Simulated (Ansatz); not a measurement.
# What Sc3BC (built on the sites of a database entry of Sc3InC) distorts into

Which phase does Sc3BC (built on the sites of a database entry of Sc3InC) fall into along its unstable mode, and how much energy does it gain?

Calculated with Ansatz 0.2.0; DFT LDA, scalar-relativistic, plane waves, PAW.

The structure was built from a prototype and need not be the compound's stable phase.

### 1. Starting point

Symmetry: Pm-3m, No. 221, cubic system. Conventional cell: a = 4.267 Å, b = 4.267 Å, c = 4.267 Å, α = 90.00°, β = 90.00°, γ = 90.00°. Nearest to Sc lie 2 C at 2.13 Å and 4 B at 3.02 Å and 8 Sc at 3.02 Å. Nearest to B lie 12 Sc at 3.02 Å. C has 6 Sc at 2.13 Å nearest. Farther neighbours are not listed.

### 2. Phonons on a q mesh

The cell comes from relaxations at this level that are not shown. Stability and thermal properties need the whole zone. Linear response on a 4×4×4 q mesh gives force constants as far as a supercell of that size would.

The input, input.yaml:

```yaml
crystal:
  lattice:
    - [4.2666960729, 0.0, 0.0]
    - [0.0, 4.2666960729, 0.0]
    - [0.0, 0.0, 4.2666960729]
  atoms:
    - { symbol: Sc, position: [0.5, 0.0, 0.5] }
    - { symbol: Sc, position: [0.0, 0.5, 0.5] }
    - { symbol: Sc, position: [0.5, 0.5, 0.0] }
    - { symbol: B, position: [0.0, 0.0, 0.0] }
    - { symbol: C, position: [0.5, 0.5, 0.5] }
kpoints:
  mp_grid: { grid: [8, 8, 8] }
hamiltonian:
  xc: lda
scf:
  occupations: { method: methfessel_paxton, width: 0.2 }
output:
  eigenvalues: true
phonons:
  method: dfpt
  qmesh: [4, 4, 4]
  temperatures: { t_max: 1000, t_step: 50 }
  qpath:
    path:
      - [[0.0, 0.0, 0.0], [0.0, 0.5, 0.0], [0.5, 0.5, 0.0], [0.0, 0.0, 0.0], [0.5, 0.5, 0.5], [0.0, 0.5, 0.0]]
      - [[0.5, 0.5, 0.5], [0.5, 0.5, 0.0]]
    npoints: 10
```

On the command line:

```bash
> ansatz run input.yaml --threads 8 --pin off --max-ram 14336MiB --backend cpu --events-out ev --progress --plain --runs-dir out
```

Numbers of over 12 decimals in the logs are rounded to 6 here.

The log of the run:

```text
Engine: ansatz 0.2.0, x86_64-unknown-linux-gnu
Pseudopotentials: kind: paw
Pseudopotential: Sc, paw, valence charge 11, recommended cutoff 420 eV (normal), Sc.paw.azcp
Pseudopotential: B, paw, valence charge 3, recommended cutoff 420 eV (normal), B.paw.azcp
Pseudopotential: C, paw, valence charge 4, recommended cutoff 420 eV (normal), C.paw.azcp
Functional definition: SPW92
  exchange = slater_x
  correlation = pw_c
Crystal: 5 atoms, lattice volume = 77.674 Å³
Basis set: ecut = 420 eV, 1503 PW (Γ), exchange–correlation on 60×60×60 points (8 copies of the dense FFT grid, shifted against one another)
Bands: 25, of which v1, the nominal top of the filled ones, is band 20 counted from 1 (19 counted from 0)
Symmetry: 48 space group operations
k-points: 35 of 512
Non-local potential: Sc, projectors of the file, l = 0: 3, l = 1: 2, l = 2: 3, l = 3: 1
Non-local potential: B, projectors of the file, l = 0: 2, l = 1: 2, l = 2: 1
Non-local potential: C, projectors of the file, l = 0: 2, l = 1: 2, l = 2: 1
PAW form: soft (Blöchl's): semilocal exchange-correlation on the pseudo side does not see the compensation charge
PAW frozen core: Sc, regenerated for the run's functional, and the local potential with it (the file was generated under x = pbe(κ = 0.804, μ = 0.219515), c = pbe(β = 0.066725))
PAW frozen core: B, regenerated for the run's functional, and the local potential with it (the file was generated under x = pbe(κ = 0.804, μ = 0.219515), c = pbe(β = 0.066725))
PAW frozen core: C, regenerated for the run's functional, and the local potential with it (the file was generated under x = pbe(κ = 0.804, μ = 0.219515), c = pbe(β = 0.066725))
PAW one-centre angular grid: Sc, 590 points (default); XC on 64 Gauss nodes
PAW one-centre angular grid: B, 110 points (default); XC on 64 Gauss nodes
PAW one-centre angular grid: C, 110 points (default); XC on 64 Gauss nodes
Initial density: superposition of atomic densities (neutral atoms: chi_scale 0, normalization atom), corrected by the library's trained network
Initial wavefunctions: pseudopotential atomic-orbital guess
Functional: x = slater, c = lda
SCF iter   1: F=—  HF=-6660.663934 eV  |F-HF|=—  |Δ(HF+E_count)|=         —  Δρ=1.06e-2  dr2=1.77e-1  ethr=1.77e-3  ⟨swp⟩=4.1  Hψ=3513  notcnv=0
preconditioner: auto → Kerker (q_TF=auto, 2.443 Å⁻¹)  [metal: Δε(μ)=0.050 eV  Ē_g=4.830 eV  σ=0.200 eV  W_gap=0.21  n_scr=18 (ndim 8)  ℏωp=16.9 eV  f_vac=0.000  D(μ)=0.63/eV (n_scr^D=0)]
SCF iter   2: F=—  HF=-6660.628186 eV  |F-HF|=—  |Δ(HF+E_count)|=   3.57e-2  S|Δr|=    0.00e0  Δρ=4.81e-3  dr2=3.05e-2  ethr=4.43e-4  ⟨swp⟩=2.0  Hψ=1330  notcnv=0
SCF iter   3: F=—  HF=-6660.620110 eV  |F-HF|=—  |Δ(HF+E_count)|=   8.08e-3  S|Δr|=    0.00e0  Δρ=1.99e-3  dr2=5.42e-3  ethr=7.62e-5  ⟨swp⟩=2.1  Hψ=1016  notcnv=0
SCF iter   4: F=—  HF=-6660.618364 eV  |F-HF|=—  |Δ(HF+E_count)|=   1.75e-3  S|Δr|=    0.00e0  Δρ=5.50e-4  dr2=4.18e-4  ethr=1.35e-5  ⟨swp⟩=2.0  Hψ=1086  notcnv=0
SCF iter   5: F=—  HF=-6660.618245 eV  |F-HF|=—  |Δ(HF+E_count)|=   1.19e-4  S|Δr|=    0.00e0  Δρ=1.94e-4  dr2=2.64e-5  ethr=1.04e-6  ⟨swp⟩=2.3  Hψ=1177  notcnv=0
SCF iter   6: F=—  HF=-6660.618243 eV  |F-HF|=—  |Δ(HF+E_count)|=   1.42e-6  S|Δr|=    0.00e0  Δρ=3.55e-5  dr2=1.13e-6  ethr=6.60e-8  ⟨swp⟩=2.3  Hψ=1089  notcnv=0
SCF iter   7: F=—  HF=-6660.618243 eV  |F-HF|=—  |Δ(HF+E_count)|=   8.61e-7  S|Δr|=    0.00e0  Δρ=7.11e-6  dr2=3.30e-8  ethr=2.83e-9  ⟨swp⟩=2.0  Hψ=1105  notcnv=0  defer=1
SCF iter   8: F=—  HF=-6660.618243 eV  |F-HF|=—  |Δ(HF+E_count)|=   2.99e-9  S|Δr|=    0.00e0  Δρ=1.30e-6  dr2=1.37e-9  ethr=8.25e-11  ⟨swp⟩=2.0  Hψ=1079  notcnv=0  defer=1
SCF iter   9: F=—  HF=-6660.618243 eV  |F-HF|=—  |Δ(HF+E_count)|=  1.56e-10  S|Δr|=    0.00e0  Δρ=1.42e-7  dr2=1.59e-11  ethr=3.43e-12  ⟨swp⟩=2.0  Hψ=1125  notcnv=0  defer=1
SCF iter  10: F=-6660.618243 eV  HF=-6660.618243 eV  |F-HF|=0.00e0  |Δ(HF+E_count)|=  9.09e-13  S|Δr|=    0.00e0  Δρ=4.39e-8  dr2=1.36e-12  ethr=1.00e-12  ⟨swp⟩=7.0  Hψ=3336  notcnv=0
SCF 1 converged in 10 iterations: F = -6660.618243 eV  dr2 = 1.36e-12
  greatest PAW one-centre occupation: 0.998 electrons in one spin orbital (limit 2), on the Sc atom at site 1 (counted from 0), in its partial waves of l = 0
Initial density: read from a saved state, or passed on in memory by an earlier SCF of this step, an earlier step, the calling program or the single point that the run made first
[...]
eigensolver tolerance schedule: the retry pair's looser diagonalisation over-reported the residual by 1297634.89 of it (diagonalisation noise at an unbounded share of the residual, at the tolerance the schedule requests for it); recorded, not acted on — ethr = c·dr2/N_el stays at c = 1.0e-1
preconditioner: auto → Kerker (q_TF=auto, 2.443 Å⁻¹)  [metal: Δε(μ)=0.049 eV  Ē_g=4.877 eV  σ=0.200 eV  W_gap=0.20  n_scr=18 (ndim 8)  ℏωp=16.9 eV  f_vac=0.000  D(μ)=0.64/eV (n_scr^D=0)]
SCF iter   2: F=—  HF=-6660.618243 eV  |F-HF|=—  |Δ(HF+E_count)|=   1.64e-6  S|Δr|=    0.00e0  Δρ=3.90e-8  dr2=1.37e-12  ethr=1.00e-12  ⟨swp⟩=4.3  Hψ=2692  notcnv=0
SCF iter   3: F=-6660.618243 eV  HF=-6660.618243 eV  |F-HF|=2.73e-12  |Δ(HF+E_count)|=    0.00e0  S|Δr|=    0.00e0  Δρ=2.92e-8  dr2=7.11e-13  ethr=1.00e-12  ⟨swp⟩=1.0  Hψ=1897  notcnv=0
SCF 2 converged in 3 iterations: F = -6660.618243 eV  dr2 = 7.11e-13
  greatest PAW one-centre occupation: 0.998 electrons in one spin orbital (limit 2), on the Sc atom at site 2 (counted from 0), in its partial waves of l = 0
k-points: 75 of 512 (irreducible under 8 space group operations, time reversal used)
iter 1 solved again at ethr=2.47e-7 eV; its pass at ethr=3.10e-3 eV (dr2=9.89e-5 eV) is discarded
SCF iter   1: F=—  HF=-6660.619798 eV  |F-HF|=—  |Δ(HF+E_count)|=         —  Δρ=2.41e-4  dr2=1.29e-4  ethr=2.47e-7  ⟨swp⟩=2.0  Hψ=11089  notcnv=0  defer=214
preconditioner: auto → Resta (q_TF=auto, 2.443 Å⁻¹)  ε∞=12.9  [insulator: Δε(μ)=0.000 eV  Ē_g=4.878 eV  n_scr=18 (ndim 8)  ℏωp=16.9 eV  f_vac=0.000  ε∞_Penn≈12.9]
SCF iter   2: F=—  HF=-6660.619775 eV  |F-HF|=—  |Δ(HF+E_count)|=   2.32e-5  Δρ=8.87e-5  dr2=1.24e-5  ethr=2.47e-7  ⟨swp⟩=2.0  Hψ=2376  notcnv=0  defer=129
SCF iter   3: F=—  HF=-6660.619775 eV  |F-HF|=—  |Δ(HF+E_count)|=   3.02e-7  Δρ=4.35e-5  dr2=1.81e-6  ethr=3.09e-8  ⟨swp⟩=2.0  Hψ=2162  notcnv=0  defer=72
SCF iter   4: F=—  HF=-6660.619772 eV  |F-HF|=—  |Δ(HF+E_count)|=   2.99e-6  Δρ=7.07e-6  dr2=4.48e-8  ethr=4.53e-9  ⟨swp⟩=2.0  Hψ=2297  notcnv=0  defer=70
SCF iter   5: F=—  HF=-6660.619772 eV  |F-HF|=—  |Δ(HF+E_count)|=   8.37e-9  Δρ=2.69e-6  dr2=4.83e-9  ethr=1.12e-10  ⟨swp⟩=2.0  Hψ=2407  notcnv=0  defer=70
[...]
NSCF: frozen V_eff on 51 k-points
NSCF: frozen V_eff on 35 k-points
[...]
DFPT response loops at q = (0, 0, 0) (fractional): preconditioner auto → Kerker (q_TF=auto, 2.443 Å⁻¹) (partly filled bands, converged f_vac=0.000); β = 1.00, the filter's whole step (`scf.mixing.beta` (0.50) is not read by the response loops under this deck's `scf.mixing.preconditioner`; to damp them name `kerker` or `kerker_dos`, under which they read `scf.mixing.beta`, and type it under 1.00, their step now; both keys bind the ground state too); Broyden in place of MSR1
NSCF: frozen V_eff on 400 k-points
DFPT response loops at q = (0, 0, 0.25) (fractional): mixed as the last ones told, above
NSCF: frozen V_eff on 250 k-points
DFPT response loops at q = (0, 0, -0.5) (fractional): mixed as the last ones told, above
NSCF: frozen V_eff on 640 k-points
DFPT response loops at q = (0, 0.25, 0.25) (fractional): mixed as the last ones told, above
NSCF: frozen V_eff on 400 k-points
DFPT response loops at q = (0, 0.25, -0.5) (fractional): mixed as the last ones told, above
NSCF: frozen V_eff on 250 k-points
DFPT response loops at q = (0, -0.5, -0.5) (fractional): mixed as the last ones told, above
NSCF: frozen V_eff on 1024 k-points
DFPT response loops at q = (0.25, 0.25, 0.25) (fractional): mixed as the last ones told, above
NSCF: frozen V_eff on 640 k-points
DFPT response loops at q = (0.25, 0.25, -0.5) (fractional): mixed as the last ones told, above
NSCF: frozen V_eff on 400 k-points
DFPT response loops at q = (0.25, -0.5, -0.5) (fractional): mixed as the last ones told, above
NSCF: frozen V_eff on 250 k-points
DFPT response loops at q = (-0.5, -0.5, -0.5) (fractional): mixed as the last ones told, above
SCF converged after 10 iterations
Stability not checked: this state was not tested for a lower state beside it, because cold or Methfessel-Paxton smearing, or corrected tetrahedra, fill the levels in a way that the test cannot read (fill_not_monotonic; see scf.lower_state_search)
Free energy (F): -6660.618243 eV
Harris-Foulkes:  -6660.618243 eV  (|F-HF|=0.00e0)
Internal energy: -6660.627026 eV  (E = F + TS)
E sigma→0 (E₀):  -6660.620439 eV
Entropy (-TS):   0.008784 eV (1.757 meV/atom)
Fermi energy:    9.779265 eV
Step filling:    the computed levels leave a gap of 0.0000 eV = 0.0 smearing widths at the electron count; against every level under it full and every level over it empty, smearing changes F+E_penalty+E_count by +1.557 meV and its σ→0 estimate by -0.639 meV
--- Per-component energies (eV) ---
  E_band       = -431.566080
  E_kinetic    = 921.720043
  E_local      = -2706.261080  (includes V_loc(G=0)·N_el)
  E_nonlocal   = 297.325952
  E_hartree    = 950.819990
  E_xc         = -390.927426
  E_vxc        = -485.562154  (∫ρ·V_xc dr)
  E_paw        = -2893.184029  (= ΣΔE_a)
  E_vpaw       = -360.428831  (= ΣTr[D̂ρ^β])
  E_aug_tail   = 0.000028  (compensation charges beyond the density's cutoff)
  E_ewald      = -2841.143940
  E_core_change = 1.023435  (= ΣΔE_core)
  E_smearing   = 0.008784  (= −TS)
  E_closure    = 0.000000  (closes the sum)
  Σ components = -6660.618243   (vs F -6660.618243, Δ=0.00e0)
--- Band table (eV; the first three rows and the last of 35) ---
  k-point 0: bands = [... 16 lower, 9.2150, 9.7001, 9.7001, 9.7695, 9.7695, 9.7695, 11.8591, 11.8591, ... 1 higher]
  k-point 1: bands = [... 16 lower, 9.0851, 9.7157, 9.7355, 9.7355, 9.8182, 9.8377, 11.4624, 11.9762, ... 1 higher]
  k-point 2: bands = [... 16 lower, 8.8466, 9.0017, 9.6110, 9.6110, 9.9465, 10.2198, 11.4436, 12.2906, ... 1 higher]
  k-point 34: bands = [... 16 lower, 5.8338, 9.3752, 9.3752, 9.3752, 11.6671, 11.6671, 11.6671, 11.8513, ... 1 higher]
--- Phonons (Γ-DFPT): 4 representative perturbations + reference (Σ response iterations 12) ---
  ASR residual: 3.194e-5 → 0.000e0 eV/Å²; symmetrization residual: 1.315e-6 eV/Å²
  ASR residual per site (eV/Å²): 1.63e-5 1.63e-5 1.63e-5 1.96e-5 3.19e-5
  Γ frequencies (cm⁻¹): -126.69 -126.69 -126.69 0.00 0.00 0.00 114.26 114.26 114.26 329.53 329.53 329.53 547.39 547.39 547.39
--- Phonons (arbitrary-q DFPT): 10 irreducible q on the 4×4×4 mesh ---
  q = [0.0000, 0.0000, 0.0000] (star 1, of the zone-centre solve; hermiticity 1.38e-7, symmetrization 6.81e-13): -126.69 -126.69 -126.69 -0.00 -0.00 0.00 114.26 114.26 114.26 329.53 329.53 329.53 547.39 547.39 547.39
  q = [0.0000, 0.0000, 0.2500] (star 6, 9 solved perturbations in 1560 linear systems a pass and spin channel, the states on 200 of 512 k-point pairs; hermiticity 3.42e-7, symmetrization 4.03e-13): -94.05 -94.05 81.03 81.03 112.85 130.65 130.65 146.53 191.15 310.60 310.60 365.78 570.62 570.62 635.52
  q = [0.0000, 0.0000, -0.5000] (star 3, 9 solved perturbations in 975 linear systems a pass and spin channel, the states on 125 of 512 k-point pairs; hermiticity 1.36e-7, symmetrization 1.93e-13): -41.00 -41.00 83.33 83.33 114.07 184.73 184.73 187.37 233.41 280.85 280.85 407.33 587.30 587.30 666.17
  q = [0.0000, 0.2500, 0.2500] (star 12, 9 solved perturbations in 2460 linear systems a pass and spin channel, the states on 320 of 512 k-point pairs; hermiticity 2.73e-7, symmetrization 3.61e-14): -73.05 -47.99 67.49 98.90 124.44 126.87 178.41 200.35 219.39 294.63 338.63 374.77 579.24 610.75 642.68
  q = [0.0000, 0.2500, -0.5000] (star 12, 15 solved perturbations on 200 of 512 k-point pairs; hermiticity 2.08e-7, symmetrization 6.72e-15): -86.86 47.75 74.59 88.28 108.67 173.58 220.17 229.15 239.96 269.93 334.42 416.58 588.93 622.27 660.49
  q = [0.0000, -0.5000, -0.5000] (star 3, 9 solved perturbations in 975 linear systems a pass and spin channel, the states on 125 of 512 k-point pairs; hermiticity 1.37e-7, symmetrization 3.06e-14): -131.21 49.07 49.07 136.88 136.88 139.96 244.39 244.39 253.81 267.92 352.69 448.91 592.30 652.67 652.67
  q = [0.2500, 0.2500, 0.2500] (star 8, 4 solved perturbations in 1376 linear systems a pass and spin channel, the states on 512 of 512 k-point pairs; hermiticity 3.41e-7, symmetrization 1.34e-13): -59.79 -59.79 21.18 72.35 72.35 168.78 227.75 227.75 233.22 332.66 332.66 387.78 614.22 614.22 649.16
  q = [0.2500, 0.2500, -0.5000] (star 12, 9 solved perturbations in 2460 linear systems a pass and spin channel, the states on 320 of 512 k-point pairs; hermiticity 1.49e-7, symmetrization 1.53e-13): -87.47 -79.05 -19.96 30.29 107.28 147.24 251.06 258.87 265.73 319.64 339.42 426.05 618.03 632.19 658.15
  q = [0.2500, -0.5000, -0.5000] (star 6, 9 solved perturbations in 1560 linear systems a pass and spin channel, the states on 200 of 512 k-point pairs; hermiticity 1.60e-7, symmetrization 5.28e-14): -128.80 -86.06 -86.06 92.10 92.10 96.64 279.29 279.29 288.57 322.33 354.82 455.79 626.87 653.92 653.92
  q = [-0.5000, -0.5000, -0.5000] (star 1, 4 solved perturbations in 350 linear systems a pass and spin channel, the states on 125 of 512 k-point pairs; hermiticity 1.32e-7, symmetrization 3.34e-13): -129.27 -129.27 -129.27 46.30 46.30 46.30 303.79 303.79 303.79 356.75 356.75 482.42 653.92 653.92 653.92
  sum rule: each row above includes the acoustic sum rule's correction from the zone centre's row sums; it moved no ω² by more than (0.85 cm⁻¹)²
  mesh force constants: q→R imaginary residual 3.40e-19; ASR residual 3.194e-5 → 0.000e0 eV/Å²; symmetrization residual 1.243e-14 eV/Å²
  interpolated dispersion: 62 rows × 15 modes
  density of states and harmonic sums: on the 16×16×16 q-mesh, interpolated from the force constants of a 4×4×4 supercell (no non-analytic term)
  largest difference from the sums on the solved wave vectors: F 3.74e-2 eV, S 4.92e-5 and C_V 1.22e-5 eV/K
  zero-point energy: 0.246182 eV/cell   skipped modes (ω ≤ 0): 341, of them read as no rigid motion or as one in doubt: 338 (1.987e0 modes/cell left out, lowest -131.21 cm⁻¹)   left out of the sums: 1.33e-1 of the cell's modes: C_V's classical limit lies that fraction below 3 k_B per atom; for a crystal, a wire or a layer, F and S can be off by more, and a phonons.interpolated_qmesh denser along its periods is the remedy for the sampling
```

Wall time 4.2 min (8 threads of Intel Xeon Platinum 8488C (Sapphire Rapids), shared host); peak memory 2.7 GiB.

The column dr2 measures how far the density is from self-consistency, as an energy; F and HF (Harris–Foulkes) agree once it is small.

Numbers from this step:

```yaml
volume_per_atom: 15.53 Å³
gap_on_the_k_mesh: 0 eV
sum_rule_residual_before_enforcement: 3.19e-5 eV/Å²
lowest_frequency_on_the_path: -131.2 cm⁻¹
point_group: m-3m
highest_frequency_on_the_path_or_at_a_solved_wavevector: 666.2 cm⁻¹
highest_optical_mode_at_the_zone_centre_no_lo_to_term: 547.4 cm⁻¹
lowest_optical_zone_centre_mode: -126.7 cm⁻¹
lowest_mode_on_the_q_mesh_acoustic_modes_at_gamma_apart: -131.2 cm⁻¹
```

Frequencies (cm⁻¹) solved at each irreducible wavevector; negative means imaginary. Frequencies by wavevector, by row:

| q in reciprocal lattice units | star | mode 1 | mode 2 | mode 3 | mode 4 | mode 13 | mode 14 | mode 15 |
| --- | --- | --- | --- | --- | --- | --- | --- | --- |
| 0 0 0 | 1 | -126.7 | -126.7 | -126.7 | 0 | 547.4 | 547.4 | 547.4 |
| 0 0 0.25 | 6 | -94 | -94 | 81 | 81 | 570.6 | 570.6 | 635.5 |
| 0 0 -0.5 | 3 | -41 | -41 | 83.3 | 83.3 | 587.3 | 587.3 | 666.2 |
| 0 0.25 0.25 | 12 | -73 | -48 | 67.5 | 98.9 | 579.2 | 610.8 | 642.7 |
| 0 0.25 -0.5 | 12 | -86.9 | 47.8 | 74.6 | 88.3 | 588.9 | 622.3 | 660.5 |
| 0 -0.5 -0.5 | 3 | -131.2 | 49.1 | 49.1 | 136.9 | 592.3 | 652.7 | 652.7 |
| 0.25 0.25 0.25 | 8 | -59.8 | -59.8 | 21.2 | 72.3 | 614.2 | 614.2 | 649.2 |
| 0.25 0.25 -0.5 | 12 | -87.5 | -79 | -20 | 30.3 | 618 | 632.2 | 658.1 |
| 0.25 -0.5 -0.5 | 6 | -128.8 | -86.1 | -86.1 | 92.1 | 626.9 | 653.9 | 653.9 |
| -0.5 -0.5 -0.5 | 1 | -129.3 | -129.3 | -129.3 | 46.3 | 653.9 | 653.9 | 653.9 |

Interpolated from a 4×4×4 q mesh. Phonon branches along the path, in cm⁻¹:

| point | branch 1 | branch 2 | branch 3 | branch 4 | branch 12 | branch 13 | branch 14 | branch 15 |
| --- | --- | --- | --- | --- | --- | --- | --- | --- |
| Γ | -127 | -127 | -127 | 0 | 330 | 547 | 547 | 547 |
| halfway | -94 | -94 | 81 | 81 | 366 | 571 | 571 | 636 |
| X | -41 | -41 | 83 | 83 | 407 | 587 | 587 | 666 |
| halfway | -87 | 48 | 75 | 88 | 417 | 589 | 622 | 660 |
| M | -131 | 49 | 49 | 137 | 449 | 592 | 653 | 653 |
| halfway | -73 | -48 | 68 | 99 | 375 | 579 | 611 | 643 |
| Γ | -127 | -127 | -127 | 0 | 330 | 547 | 547 | 547 |
| halfway | -60 | -60 | 21 | 72 | 388 | 614 | 614 | 649 |
| R | -129 | -129 | -129 | 46 | 482 | 654 | 654 | 654 |
| halfway | -88 | -79 | -20 | 30 | 426 | 618 | 632 | 658 |
| X | -41 | -41 | 83 | 83 | 407 | 587 | 587 | 666 |
| jump to R | -129 | -129 | -129 | 46 | 482 | 654 | 654 | 654 |
| halfway | -129 | -86 | -86 | 92 | 456 | 627 | 654 | 654 |
| M | -131 | 49 | 49 | 137 | 449 | 592 | 653 | 653 |

Symmetry leaves 10 wavevectors to solve. The lowest mode among them, the acoustic zeros apart, lies at q = (0, -0.5, -0.5) and is imaginary, 131.2i cm⁻¹, so the energy falls along it.

### 3. The mode frozen in, largest atomic shift 0 Å

The mode followed lies at q = (-0.5, -0.5, -0.5) with frequency 129.3i cm⁻¹ and is 3-fold degenerate, one of the unstable modes though not the softest. At small amplitude the distorted cell has space group no. 74 by a symmetry search on the positions. The undistorted cell that holds it gives the zero of energy on the same k mesh.

System of this step: Sc3BC (built on the sites of a database entry of Sc3InC). Symmetry: Pm-3m, No. 221, cubic system. The conventional cell has a = 4.267 Å, b = 4.267 Å, c = 4.267 Å, α = 90.00°, β = 90.00°, γ = 90.00°. Nearest to Sc lie 2 C at 2.13 Å and 8 Sc at 3.02 Å and 4 B at 3.02 Å. B has 12 Sc at 3.02 Å nearest. Nearest to C lie 6 Sc at 2.13 Å. Farther neighbours are not listed.

The input, input.yaml:

```yaml
crystal:
  lattice:
    - [4.2666960729, 4.2666960729, 0.0]
    - [4.2666960729, 0.0, 4.2666960729]
    - [4.2666960729, 0.0, -4.2666960729]
  atoms:
    - { symbol: Sc, position: [0.0, 0.5, 0.0] }
    - { symbol: Sc, position: [0.0, 0.0, 0.5] }
    - { symbol: Sc, position: [0.5, 0.0, 0.5] }
    - { symbol: Sc, position: [0.5, 0.5, 0.0] }
    - { symbol: Sc, position: [0.5, 0.0, 1.0] }
    - { symbol: Sc, position: [0.5, 0.5, 0.5] }
    - { symbol: B, position: [0.0, 0.0, 0.0] }
    - { symbol: B, position: [0.0, 0.5, 0.5] }
    - { symbol: C, position: [0.5, 0.25, 0.75] }
    - { symbol: C, position: [0.5, 0.75, 0.25] }
kpoints:
  mp_grid: { grid: [8, 8, 8] }
hamiltonian:
  xc: lda
scf:
  occupations: { method: methfessel_paxton, width: 0.2 }
output:
  forces: true
  stress: true
  eigenvalues: true
```

The log of the run:

```text
[...]
Crystal: 10 atoms, lattice volume = 155.348 Å³
Basis set: ecut = 420 eV, 3071 PW (Γ)
Bands: 50, of which v1, the nominal top of the filled ones, is band 40 counted from 1 (39 counted from 0)
Symmetry: 96 space group operations
[...]
k-points: 29 of 512
[...]
k-point 0: bands = [... 36 lower, 9.3755, 9.7001, 9.7001, 9.7694, 9.7694, 9.7694, 11.6669, 11.6669, ... 6 higher]
  k-point 1: bands = [... 36 lower, 9.3286, 9.6667, 9.7118, 9.7118, 9.8954, 9.8954, 11.7036, 11.7373, ... 6 higher]
  k-point 2: bands = [... 36 lower, 9.2367, 9.3141, 9.5692, 9.5692, 10.1686, 10.1686, 11.6014, 11.6014, ... 6 higher]
  k-point 28: bands = [... 36 lower, 9.0819, 9.0819, 9.3521, 9.3521, 10.8692, 10.8692, 11.3336, 11.3336, ... 6 higher]
[key lines of the parts left out:]
SCF converged after 7 iterations
Free energy (F): -13321.238004 eV
Fermi energy:    9.777854 eV
P = ⅓ Tr σ = -0.0173 GPa (-0.173 kbar)
```

The job ended after 1.8 s (8 threads; peak memory 0.84 GiB).

This step gave:

- pressure: -0.01727 GPa
- energy from the undistorted cell: 0 meV/atom

The run ends at a pressure of -0.02 GPa.

(Continued in part 2 of 2.)

[Logs are printed without paths, hosts, clocks, repeated set-up lines and the standing remarks that a program may print on its own settings, such as how far it seeks lower states.]

[Hosts, paths, dates, database ids (printed as entryN), source tags and the programs' standing remarks are cut or masked in the printed files.]
